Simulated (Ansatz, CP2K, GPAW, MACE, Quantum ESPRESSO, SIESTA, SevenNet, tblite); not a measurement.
# Amorphous polyisobutylene (as short chains C10H22) at 400 K (64 atoms) in CP2K, part 3 of 4

How do the settings of CP2K change the result for amorphous polyisobutylene (as short chains C10H22) at 400 K (64 atoms)? A plane-wave run serves as the yardstick.

Program: CP2K 2026.2; the method stands at each step. Banners, paths, timers and routine set-up lines are dropped from the logs unmarked, and long logs keep their key lines alone; longer cuts are marked.

So far. Step 6 (PBEsol, PBE potentials, DZVP-MOLOPT-SR, 450/50 Ry, OT …): Against the first run (4.1 %), the force difference from the reference is 7.7 %, at 0.99 times the CPU time; the model has changed, so this is no error of the program alone. Step 7 (PBE+D3(BJ), DZVP-MOLOPT-SR, 450/50 Ry, OT CG): Against the first run (4.1 %), the force difference from the reference is 4.0 %, at 0.99 times the CPU time; the model has changed, so this is no error of the program alone.

## 8. PBE, DZVP-MOLOPT-SR, 450/50 Ry, diagonalisation

Method: Kohn-Sham DFT, PBE, GTH-PBE pseudopotentials, Gaussian and plane waves, DZVP-MOLOPT-SR-GTH, diagonalisation.

Input file input.inp:

```
&GLOBAL
  PROJECT cell
  RUN_TYPE ENERGY_FORCE
  PRINT_LEVEL LOW
&END GLOBAL
&FORCE_EVAL
  METHOD QS
  STRESS_TENSOR ANALYTICAL
  &DFT
    BASIS_SET_FILE_NAME BASIS_MOLOPT
    POTENTIAL_FILE_NAME GTH_POTENTIALS
    &MGRID
      CUTOFF 450
      REL_CUTOFF 50
    &END MGRID
    &QS
      EPS_DEFAULT 1.0E-12
    &END QS
    &SCF
      SCF_GUESS ATOMIC
      EPS_SCF 5.0E-06
      MAX_SCF 200
      ADDED_MOS 14
      &DIAGONALIZATION
        ALGORITHM STANDARD
      &END DIAGONALIZATION
      &SMEAR ON
        METHOD FERMI_DIRAC
        ELECTRONIC_TEMPERATURE [K] 580
      &END SMEAR
      &MIXING
        METHOD BROYDEN_MIXING
        ALPHA 0.3
        NBROYDEN 12
      &END MIXING
      &PRINT
        &RESTART OFF
        &END RESTART
      &END PRINT
    &END SCF
    &XC
      &XC_FUNCTIONAL PBE
      &END XC_FUNCTIONAL
    &END XC
    &PRINT
      &MULLIKEN ON
      &END MULLIKEN
      &HIRSHFELD ON
        SHAPE_FUNCTION DENSITY
      &END HIRSHFELD
      &MO ON
        EIGENVALUES T
        OCCUPATION_NUMBERS T
        MO_INDEX_RANGE 51 74
        &EACH
          QS_SCF 0
        &END EACH
        ADD_LAST NUMERIC
      &END MO
    &END PRINT
  &END DFT
  &SUBSYS
    &CELL
      A 8.31826 0.00000 0.00000
      B 0.00000 8.31826 0.00000
      C 0.00000 0.00000 8.31826
    &END CELL
    &TOPOLOGY
      COORD_FILE_NAME structure.xyz
      COORD_FILE_FORMAT XYZ
    &END TOPOLOGY
    &KIND C
      BASIS_SET DZVP-MOLOPT-SR-GTH-q4
      POTENTIAL GTH-PBE-q4
    &END KIND
    &KIND H
      BASIS_SET DZVP-MOLOPT-SR-GTH-q1
      POTENTIAL GTH-PBE-q1
    &END KIND
  &END SUBSYS
  &PRINT
    &FORCES ON
    &END FORCES
    &STRESS_TENSOR ON
    &END STRESS_TENSOR
  &END PRINT
&END FORCE_EVAL
```

Input file structure.xyz:

```xyz
64

[... 64 atom lines left out: the same atoms as in the first run ...]
```

Run with:

```
OMP_NUM_THREADS=2 cp2k.psmp -i input.inp > output.txt
```

Numbers of over 12 decimals in the logs are rounded to 6 here.

Output:

```text
CP2K| version string:                                       CP2K version 2026.2
 CP2K| Input file name                                                 input.inp
 GLOBAL| Basis set file name                                        BASIS_MOLOPT
 GLOBAL| Potential file name                                      GTH_POTENTIALS
 GLOBAL| Run type                                                   ENERGY_FORCE
 GLOBAL| Total number of message passing processes                             1
 GLOBAL| Number of threads for this process                                    2
[... lines left out ...]
                        Smear method:                                FERMI_DIRAC
[... lines left out ...]
 Number of electrons:                                                        124
[... lines left out ...]
  Step     Update method      Time    Convergence         Total energy    Change
[... lines left out ...]
  *** SCF run converged in    13 steps ***
[... lines left out ...]
  Fermi energy:                                                 0.116511
  Total energy:                                              -139.793464
  Total energy (extrapolated to T->0):                       -139.793464
[... lines left out ...]
 MO| E(Fermi):            0.116511 a.u.          3.170414 eV
[... lines left out ...]
     64       H      2       1.000          0.962                         0.038
  Total Charge                                                           -0.000
 !-----------------------------------------------------------------------------!
 ENERGY| Total FORCE_EVAL ( QS ) energy [hartree]           -139.793412
 FORCES| Atomic forces [hartree/bohr]
 FORCES|   Atom     x               y               z               |f|
 FORCES|      1 -2.89735721E-02  2.42738397E-02 -5.26899329E-02   6.48453252E-02
 FORCES|      2  8.96266373E-02  5.61767750E-03 -1.11120180E-02   9.04873989E-02
 FORCES|      3 -4.96255533E-02 -2.07363621E-02  5.37521793E-02   7.60393913E-02
[...]
FORCES|     63 -1.85392509E-02  1.62702968E-02 -1.38449023E-03   2.47051249E-02
 FORCES|     64  1.97741685E-02  3.60717537E-02  2.02685616E-02   4.58585187E-02
 FORCES| Sum    -3.40752674E-05 -5.61568404E-05  5.09878270E-05
 FORCES| Total atomic force                                       8.31533107E-05
 STRESS| Analytical stress tensor [bar]
 STRESS|                        x                   y                   z
 STRESS|      x        4.94830905239E+04  -7.40319005141E+02   1.13751316928E+04
 STRESS|      y       -7.40319005141E+02   4.33337211112E+04   1.36078579531E+04
 STRESS|      z        1.13751316928E+04   1.36078579531E+04   4.51644522998E+04
 STRESS| 1/3 Trace                                             4.59937546450E+04
```

Wall time 74 s (2 threads of Arm Neoverse V1, shared host); peak memory 1.2 GiB; 2.4 min of CPU time.

Compared with the plane-wave run:

```
r.m.s. force component                           : 1.498 eV/Å
r.m.s. difference of force components            : 59.07 meV/Å
longest difference of force vectors              : 283.3 meV/Å
force difference over r.m.s. force               : 4.066 %
slope of forces against the reference's          : 1.031
correlation of force components                  : 0.9997
gap (highest filled to lowest empty level) : 7.151 eV
gap difference                                   : 1.76 eV
pressure                                         : 4.599 GPa
pressure difference                              : 0.184 GPa
energy less the same-level run's                 : 0 meV/atom
r.m.s. force difference from the same-level run  : 0.028 meV/Å
```

Against the first run (4.1 %), the force difference from the reference is 4.1 %, at 0.33 times the CPU time (13 SCF steps against 66): another solver or mixer reaches the same state.

The difference per atom is largest on C (0.14 eV/Å on average, against 0.056 on H).

## 9. LDA, DZVP-MOLOPT-SR, 450/50 Ry, OT CG

Method: Kohn-Sham DFT, LDA, GTH-PADE pseudopotentials, Gaussian and plane waves, DZVP-MOLOPT-SR-GTH, orbital transformation.

Input file input.inp:

```
&GLOBAL
  PROJECT cell
  RUN_TYPE ENERGY_FORCE
  PRINT_LEVEL LOW
&END GLOBAL
&FORCE_EVAL
  METHOD QS
  STRESS_TENSOR ANALYTICAL
  &DFT
    BASIS_SET_FILE_NAME BASIS_MOLOPT
    POTENTIAL_FILE_NAME GTH_POTENTIALS
    &MGRID
      CUTOFF 450
      REL_CUTOFF 50
    &END MGRID
    &QS
      EPS_DEFAULT 1.0E-12
    &END QS
    &SCF
      SCF_GUESS ATOMIC
      EPS_SCF 1.0E-06
      MAX_SCF 30
      &OT
        MINIMIZER CG
        PRECONDITIONER FULL_ALL
        ENERGY_GAP 0.001
      &END OT
      &OUTER_SCF
        EPS_SCF 1.0E-06
        MAX_SCF 8
      &END OUTER_SCF
      &PRINT
        &RESTART OFF
        &END RESTART
      &END PRINT
    &END SCF
    &XC
      &XC_FUNCTIONAL PADE
      &END XC_FUNCTIONAL
    &END XC
    &PRINT
      &MULLIKEN ON
      &END MULLIKEN
      &HIRSHFELD ON
        SHAPE_FUNCTION DENSITY
      &END HIRSHFELD
      &MO_CUBES
        NHOMO 1
        NLUMO 4
        WRITE_CUBE F
      &END MO_CUBES
    &END PRINT
  &END DFT
  &SUBSYS
    &CELL
      A 8.31826 0.00000 0.00000
      B 0.00000 8.31826 0.00000
      C 0.00000 0.00000 8.31826
    &END CELL
    &COORD
      SCALED
      C 0.59360 0.16654 0.11106
      C 0.61641 0.22120 0.27984
      C 0.50005 0.18472 0.40307
      C 0.55768 0.22241 0.57876
      C 0.48849 0.00798 0.42325
      C 0.32421 0.24295 0.36152
      C 0.28289 0.42397 0.36809
      C 0.24125 0.47848 0.54228
      C 0.11966 0.44058 0.27762
      C 0.41408 0.54194 0.29701
      H 0.47243 0.18900 0.05234
      H 0.67130 0.22407 0.02038
      H 0.63382 0.04926 0.08281
      H 0.74052 0.16626 0.31069
      H 0.65606 0.34496 0.28493
      H 0.46881 0.18482 0.65986
      H 0.67043 0.18421 0.60976
      H 0.56588 0.35350 0.58919
      H 0.61614 0.96095 0.44010
      H 0.42951 0.94266 0.52310
[... 40 atom lines left out ...]
      H 0.64169 0.51177 0.96579
      H 0.82559 0.71577 0.58809
      H 0.64379 0.78583 0.66121
      H 0.67129 0.57145 0.64156
    &END COORD
    &KIND C
      BASIS_SET DZVP-MOLOPT-SR-GTH-q4
      POTENTIAL GTH-PADE-q4
    &END KIND
    &KIND H
      BASIS_SET DZVP-MOLOPT-SR-GTH-q1
      POTENTIAL GTH-PADE-q1
    &END KIND
  &END SUBSYS
  &PRINT
    &FORCES ON
    &END FORCES
    &STRESS_TENSOR ON
    &END STRESS_TENSOR
  &END PRINT
&END FORCE_EVAL
```

Output:

```text
CP2K| version string:                                       CP2K version 2026.2
 CP2K| Input file name                                                 input.inp
 GLOBAL| Basis set file name                                        BASIS_MOLOPT
 GLOBAL| Potential file name                                      GTH_POTENTIALS
[... lines left out ...]
  Total energy:                                              -139.572524
[... lines left out ...]
  Step     Update method      Time    Convergence         Total energy    Change
[... lines left out ...]
  *** SCF run converged in     4 steps ***
[... lines left out ...]
  Total energy:                                              -139.572549
[... lines left out ...]
  outer SCF loop converged in   2 iterations or   66 steps
[... lines left out ...]
 Fermi Energy [eV] :   -2.409900
[... lines left out ...]
 OT| Eigensolver reached convergence in 203 iterations
[... lines left out ...]
 ENERGY| Total FORCE_EVAL ( QS ) energy [hartree]           -139.572549
[... lines left out ...]
 FORCES|      1 -2.91222714E-02  2.76606248E-02 -3.99343801E-02   5.66389581E-02
 FORCES|      2  7.87793110E-02 -9.48914600E-05 -1.18434119E-02   7.96646424E-02
 FORCES|      3 -4.81066921E-02 -2.24799320E-02  5.24242939E-02   7.46184144E-02
[...]
FORCES|     63 -1.94840384E-02  1.81470963E-02 -1.71937218E-03   2.66814748E-02
 FORCES|     64  1.90391786E-02  3.46365049E-02  1.97890570E-02   4.42016354E-02
 FORCES| Sum     2.60051037E-05  4.87214575E-05  5.72408922E-06
 FORCES| Total atomic force                                       5.55230676E-05
 STRESS| Analytical stress tensor [bar]
 STRESS|                        x                   y                   z
 STRESS|      x        2.79340115203E+04   2.53728577435E+01   1.09116228392E+04
 STRESS|      y        2.53728577435E+01   1.96154506294E+04   1.38397265182E+04
 STRESS|      z        1.09116228392E+04   1.38397265182E+04   2.10444265496E+04
 STRESS| 1/3 Trace                                             2.28646295665E+04
```

Wall time 3.3 min (2 threads); peak memory 0.63 GiB.

Numbers from this run, and their distance from the reference:

```
r.m.s. force component                           : 1.478 eV/Å
r.m.s. difference of force components            : 156.4 meV/Å
longest difference of force vectors              : 575.7 meV/Å
force difference over r.m.s. force               : 10.77 %
slope of forces against the reference's          : 1.012
correlation of force components                  : 0.9945
gap (highest filled to lowest empty level) : 6.846 eV
gap difference                                   : 1.455 eV
pressure                                         : 2.287 GPa
pressure difference                              : -2.129 GPa
```

Against the first run (4.1 %), the force difference from the reference is 11 %, at 0.91 times the CPU time; the model has changed, so this is no error of the program alone.

The difference per atom is largest on C (0.41 eV/Å on average, against 0.10 on H).

[end of part 3 of 4]

[Also dropped from logs without a mark: logging warnings of Python, and SIESTA's first energy breakdown and zero terms.]

[Logs are printed without paths, hosts, clocks, repeated set-up lines and the standing remarks that a program may print on its own settings, such as how far it seeks lower states.]

[Hosts, paths, dates, database ids (printed as entryN), source tags and the programs' standing remarks are cut or masked in the printed files.]
